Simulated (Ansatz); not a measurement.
# Preparing Mg3MoN4 (Pmn2_1) as a host crystal, part 3 of 4

Before any defect goes in: Mg3MoN4 (Pmn2_1) at rest, and how it screens a charge.

Ansatz 0.2.0; plane-wave PAW DFT, PBE; relaxation of the host's cell and atoms; PAW set soft_1 (the session's first sound run).

So far. Step 3 (Dielectric tensors of the host): The principal values of the electronic dielectric tensor are 5.03, 5.29 and 5.43. The principal values of the static dielectric tensor are 9.29, 10.26 and 11.73.

### 6. Defect free supercell relaxed from its symmetric sites

This cell, the one that will hold the defects, is built from the relaxed host. Its coarser k-points can move the atoms a little, so it is relaxed from the symmetric sites, as the reference for the test of stability.

This step: plane-wave PAW DFT, PBE; relaxation of the defect-free supercell from its symmetric sites; PAW set soft_1 (Ansatz 0.2.0).

The input, pristine.symmetric/input.yaml:

```yaml
crystal:
  lattice:
    - [0.0, 5.8504842162, 5.2815874786]
    - [6.7655206539, 0.0, 5.2815874786]
    - [6.7655206539, 5.8504842162, 0.0]
  atoms:
    - { symbol: Mg, position: [0.3872213007, 0.4701547659, 0.7821195045] }
    - { symbol: Mg, position: [0.8872213007, 0.9701547659, 0.2821195045] }
    - { symbol: Mg, position: [0.1394955711, 0.7178804955, 0.0298452341] }
    - { symbol: Mg, position: [0.6394955711, 0.2178804955, 0.5298452341] }
    - { symbol: Mg, position: [0.4701547659, 0.8872213007, 0.3605044289] }
    - { symbol: Mg, position: [0.9701547659, 0.3872213007, 0.8605044289] }
    - { symbol: Mg, position: [0.2178804955, 0.1394955711, 0.6127786993] }
    - { symbol: Mg, position: [0.7178804955, 0.6394955711, 0.1127786993] }
    - { symbol: Mg, position: [0.2593442541, 0.598897799, 0.401102201] }
    - { symbol: Mg, position: [0.7593442541, 0.098897799, 0.901102201] }
    - { symbol: Mg, position: [0.098897799, 0.2593442541, 0.2406557459] }
    - { symbol: Mg, position: [0.598897799, 0.7593442541, 0.7406557459] }
    - { symbol: Mo, position: [0.3391468285, 0.010134839, 0.989865161] }
    - { symbol: Mo, position: [0.8391468285, 0.510134839, 0.489865161] }
    - { symbol: Mo, position: [0.010134839, 0.8391468285, 0.6608531715] }
    - { symbol: Mo, position: [0.510134839, 0.3391468285, 0.1608531715] }
    - { symbol: "N", position: [0.0451190207, 0.4107880081, 0.5892119919] }
    - { symbol: "N", position: [0.5451190207, 0.9107880081, 0.0892119919] }
    - { symbol: "N", position: [0.4107880081, 0.5451190207, 0.9548809793] }
    - { symbol: "N", position: [0.9107880081, 0.0451190207, 0.4548809793] }
    - { symbol: "N", position: [0.1623074364, 0.8360250112, 0.1639749888] }
    - { symbol: "N", position: [0.6623074364, 0.3360250112, 0.6639749888] }
    - { symbol: "N", position: [0.3360250112, 0.1623074364, 0.3376925636] }
    - { symbol: "N", position: [0.8360250112, 0.6623074364, 0.8376925636] }
    - { symbol: "N", position: [0.4321649046, 0.0243874253, 0.7453081849] }
    - { symbol: "N", position: [0.9321649046, 0.5243874253, 0.2453081849] }
    - { symbol: "N", position: [0.2018605147, 0.2546918151, 0.9756125747] }
    - { symbol: "N", position: [0.7018605147, 0.7546918151, 0.4756125747] }
    - { symbol: "N", position: [0.0243874253, 0.9321649046, 0.7981394853] }
    - { symbol: "N", position: [0.5243874253, 0.4321649046, 0.2981394853] }
    - { symbol: "N", position: [0.2546918151, 0.7018605147, 0.5678350954] }
    - { symbol: "N", position: [0.7546918151, 0.2018605147, 0.0678350954] }
basis:
  ecutwfc: 420
  xc_grid: 2
hamiltonian:
  xc: pbe
  pseudopotentials: { kind: paw, azcp: { folder: soft_1 } }
kpoints:
  mp_grid: { grid: [1, 1, 1], shift: [0.25, 0.25, 0.25] }
scf:
  occupations: { method: fermi_dirac, width: 0.01 }
  max_iter: 80
output:
  forces: true
relax:
  f_tol: 0.01
  max_steps: 60
  escape_saddle: false
checkpoint:
  write: "../pristine.symmetric.run"
  compress: false
  write_wavefunctions: false
  write_every: 100000
```

Started as:

```
$ ansatz run input.yaml --threads 4 --pin off --max-ram 15073MiB --backend cpu --events-out ev --progress --plain --runs-dir out
```

Numbers of over 12 decimals in the logs are rounded to 6 here.

The log of the run:

```text
[...]
Crystal: 32 atoms, lattice volume = 418.107 Å³
Basis set: ecut = 420 eV, 8169 PW (Γ), exchange–correlation on 108×120×120 points (8 copies of the dense FFT grid, shifted against one another)
Bands: 160, of which v1, the nominal top of the filled ones, is band 128 counted from 1 (127 counted from 0)
Symmetry: 2 space group operations
k-points: 1
[...]
SCF iter   1: F=—  HF=-49111.482739 eV  |F-HF|=—  |Δ(HF+E_count)|=         —  Δρ=1.50e-1  dr2=1.48e2  ethr=3.10e-3  ⟨swp⟩=6.0  Hψ=654  notcnv=0
[...]
SCF iter  10: F=-49079.746273 eV  HF=-49079.746273 eV  |F-HF|=4.70e-7  |Δ(HF+E_count)|=   6.63e-7  Δρ=9.55e-6  dr2=6.11e-7  ethr=9.77e-10  ⟨swp⟩=3.0  Hψ=471  notcnv=0
SCF 1 converged in 10 iterations: F = -49079.746273 eV  dr2 = 6.11e-7
[...]
relax step   1: F+E_penalty+E_count = -49079.74627300 eV  Δ(F+E_penalty+E_count) = +0.000e0 eV  max|allowed force component| = 1.363e-1 eV/Å  Δτ_max = 0.0000 Å  (10 SCF iters, dr2 threshold 2.50e-6 eV, accepted)
[...]
relax step   2: F+E_penalty+E_count = -49079.75374116 eV  Δ(F+E_penalty+E_count) = -7.468e-3 eV  max|allowed force component| = 6.063e-2 eV/Å  Δτ_max = 0.0175 Å  (6 SCF iters, dr2 threshold 1.16e-6 eV, accepted)
relax step   3: F+E_penalty+E_count = -49079.75522417 eV  Δ(F+E_penalty+E_count) = -1.483e-3 eV  max|allowed force component| = 1.857e-2 eV/Å  Δτ_max = 0.0052 Å  (6 SCF iters, dr2 threshold 2.30e-7 eV, accepted)
SCF iter   1: F=—  HF=-49079.754918 eV  |F-HF|=—  |Δ(HF+E_count)|=         —  Δρ=1.88e-4  dr2=1.33e-4  ethr=5.84e-7  ⟨swp⟩=2.0  Hψ=265  notcnv=0  defer=23
[...]
SCF iter   6: F=-49079.755420 eV  HF=-49079.755420 eV  |F-HF|=1.41e-9  |Δ(HF+E_count)|=   4.05e-8  Δρ=1.55e-6  dr2=1.07e-8  ethr=3.91e-11  ⟨swp⟩=3.0  Hψ=504  notcnv=0
SCF 4 converged in 6 iterations: F = -49079.755420 eV  dr2 = 1.07e-8
relax step   4: F+E_penalty+E_count = -49079.75542020 eV  Δ(F+E_penalty+E_count) = -1.960e-4 eV  max|allowed force component| = 5.392e-3 eV/Å  Δτ_max = 0.0021 Å  (6 SCF iters, accepted)
SCF converged after 6 iterations
Free energy (F): -49079.755420 eV
[...]
Internal energy: -49079.755420 eV  (E = F + TS)
E sigma→0 (E₀):  -49079.755420 eV
Fermi energy:    8.711509 eV
[...]
--- Forces (eV/Å), atoms counted from 1 ---
  atom   1  Mg     0.00081104    -0.00052700    -0.00089687
  atom   2  Mg     0.00081104    -0.00052700    -0.00089687
  atom   3  Mg    -0.00080575    -0.00029592    -0.00201759
  atom   4  Mg    -0.00080575    -0.00029592    -0.00201759
  atom   5  Mg    -0.00097253     0.00088617     0.00102593
  atom   6  Mg    -0.00097253     0.00088617     0.00102593
  atom   7  Mg     0.00051775     0.00112369    -0.00070951
  atom   8  Mg     0.00051775     0.00112369    -0.00070951
  atom   9  Mg     0.00008652    -0.00098480    -0.00067176
  atom  10  Mg     0.00008652    -0.00098480    -0.00067176
  atom  11  Mg    -0.00134207     0.00090106    -0.00245531
  atom  12  Mg    -0.00134207     0.00090106    -0.00245531
  atom  13  Mo    -0.00215474     0.00163125    -0.00239862
  atom  14  Mo    -0.00215474     0.00163125    -0.00239862
  atom  15  Mo     0.00094124    -0.00539187    -0.00013663
  atom  16  Mo     0.00094124    -0.00539187    -0.00013663
  atom  17  N     -0.00120002    -0.00143148    -0.00016682
  atom  18  N     -0.00120002    -0.00143148    -0.00016682
  atom  19  N      0.00005368     0.00356723    -0.00043775
  atom  20  N      0.00005368     0.00356723    -0.00043775
  atom  21  N      0.00017139     0.00084600     0.00110523
  atom  22  N      0.00017139     0.00084600     0.00110523
  atom  23  N      0.00246528    -0.00135853     0.00218777
  atom  24  N      0.00246528    -0.00135853     0.00218777
  atom  25  N      0.00262354    -0.00024075     0.00136543
  atom  26  N      0.00262354    -0.00024075     0.00136543
  atom  27  N      0.00108881    -0.00286207     0.00328981
  atom  28  N      0.00108881    -0.00286207     0.00328981
  atom  29  N      0.00010428     0.00147970     0.00129341
  atom  30  N      0.00010428     0.00147970     0.00129341
  atom  31  N     -0.00237846     0.00266064    -0.00038132
  atom  32  N     -0.00237846     0.00266064    -0.00038132
  max |Σ_I F_I| component: 1.99e-5 eV/Å
--- Relaxed structure (4 steps of the walk, 4 accepted, 0 SCFs on fresh bases) ---
  F+E_penalty+E_count = -49079.75542020 eV   max|allowed force component| = 5.392e-3 eV/Å
  atoms:
    - { symbol: Mg, position: [0.387891, 0.469713, 0.782713] }
    - { symbol: Mg, position: [0.887891, 0.969713, 0.282713] }
    - { symbol: Mg, position: [0.140199, 0.717911, 0.029757] }
    - { symbol: Mg, position: [0.640199, 0.217911, 0.529757] }
    - { symbol: Mg, position: [0.469582, 0.886962, 0.360666] }
    - { symbol: Mg, position: [0.969582, 0.386962, 0.860666] }
    - { symbol: Mg, position: [0.217291, 0.140045, 0.611860] }
    - { symbol: Mg, position: [0.717291, 0.640045, 0.111860] }
    - { symbol: Mg, position: [0.259353, 0.598072, 0.401861] }
    - { symbol: Mg, position: [0.759353, 0.098072, 0.901861] }
    - { symbol: Mg, position: [0.098222, 0.260288, 0.240159] }
    - { symbol: Mg, position: [0.598222, 0.760288, 0.740159] }
    - { symbol: Mo, position: [0.338424, 0.010749, 0.989789] }
    - { symbol: Mo, position: [0.838424, 0.510749, 0.489789] }
    - { symbol: Mo, position: [0.010734, 0.838132, 0.661403] }
    - { symbol: Mo, position: [0.510734, 0.338132, 0.161403] }
    - { symbol: N, position: [0.044257, 0.412108, 0.588644] }
    - { symbol: N, position: [0.544257, 0.912108, 0.088644] }
    - { symbol: N, position: [0.413264, 0.545825, 0.954753] }
    - { symbol: N, position: [0.913264, 0.045825, 0.454753] }
    - { symbol: N, position: [0.163349, 0.835271, 0.164330] }
    - { symbol: N, position: [0.663349, 0.335271, 0.664330] }
    - { symbol: N, position: [0.335465, 0.162180, 0.336558] }
    - { symbol: N, position: [0.835465, 0.662180, 0.836558] }
    - { symbol: N, position: [0.430963, 0.025105, 0.745136] }
    - { symbol: N, position: [0.930963, 0.525105, 0.245136] }
    - { symbol: N, position: [0.201363, 0.255241, 0.975953] }
    - { symbol: N, position: [0.701363, 0.755241, 0.475953] }
    - { symbol: N, position: [0.024954, 0.932015, 0.797906] }
    - { symbol: N, position: [0.524954, 0.432015, 0.297906] }
    - { symbol: N, position: [0.254309, 0.700002, 0.568892] }
    - { symbol: N, position: [0.754309, 0.200002, 0.068892] }
```

Run time: 9.9 s. Hardware: 4 threads of Arm Neoverse V1, shared host; peak memory 0.71 GiB; 37 s of CPU time.

The steps of the relaxation:

```
step  energy less that of the first step (eV)  largest force component (eV/Å)
   1                                   0.0000                          0.1363
   2                                  -0.0075                          0.0606
   3                                  -0.0090                          0.0186
   4                                  -0.0091                          0.0054
```

Forces are held to the 2 operations that the run works with; a distortion that breaks them can't arise in this run.

The atoms that moved most (Å):

| atom | dx | dy | dz | length |
| --- | --- | --- | --- | --- |
| N19 | 0.004 | 0.014 | 0.017 | 0.022 |
| N20 | 0.004 | 0.014 | 0.017 | 0.022 |
| N32 | -0.005 | 0.004 | -0.012 | 0.014 |
| N31 | -0.005 | 0.004 | -0.012 | 0.014 |
| N24 | -0.009 | -0.010 | -0.004 | 0.014 |
| N23 | -0.009 | -0.010 | -0.004 | 0.014 |
| N17 | 0.005 | -0.008 | 0.002 | 0.010 |
| N18 | 0.005 | -0.008 | 0.002 | 0.010 |

The relaxed structure:

```xyz
32
Lattice="0.0000 5.8505 5.2816 6.7655 0.0000 5.2816 6.7655 5.8505 0.0000" Properties=species:S:1:pos:R:3 pbc="T T T"
Mg    8.4733    6.8486    4.5295
Mg    8.4733    6.8486    9.8111
Mg    5.0584    0.9943    4.5322
Mg    5.0584    6.8448    4.5322
Mg    8.4408    4.8574    7.1647
Mg    8.4408   10.7078    7.1647
Mg    5.0870    4.8509    1.8873
Mg    5.0870    4.8509    7.1689
Mg    6.7651    3.8684    4.5286
Mg    6.7651    9.7189    4.5286
Mg    3.3858    1.9797    1.8935
Mg   10.1513    7.8302    7.1751
Mo    6.7692    7.7707    1.8442
Mo    6.7692    7.7707    7.1258
Mo   10.1451    3.9323    4.4834
Mo    3.3796    3.9323    4.4834
N     6.7706    3.7028    2.4103
N     6.7706    3.7028    7.6919
N    10.1522    8.0036    5.0655
N     3.3867    8.0036    5.0655
N     6.7628    1.9171    5.2743
N     6.7628    7.7676    5.2743
N     3.3742    3.9317    2.6284
N    10.1397    9.7821    7.9099
N     5.2111    6.8808    2.4088
N     5.2111    6.8808    7.6904
N     8.3297    6.8879    2.4116
N     8.3297    6.8879    7.6932
N    11.7038    4.8141    5.0543
N     4.9383    4.8141    5.0543
N     8.5847    4.8161    5.0403
N     1.8192    4.8161    5.0403
```

The relaxation ends 0.3 meV an atom lower, with a largest force component of 0.0054 eV/Å.

[end of part 3 of 4]

[Logs are printed without paths, hosts, clocks, repeated set-up lines and the standing remarks that a program may print on its own settings, such as how far it seeks lower states.]

[Hosts, paths, dates, database ids (printed as entryN), source tags and the programs' standing remarks are cut or masked in the printed files.]

[Runs of the host that timed out are not shown.]

[For some hosts the program warned that the k-mesh of the response run may be too coarse for force constants and the static dielectric constant; such warnings are not always shown.]
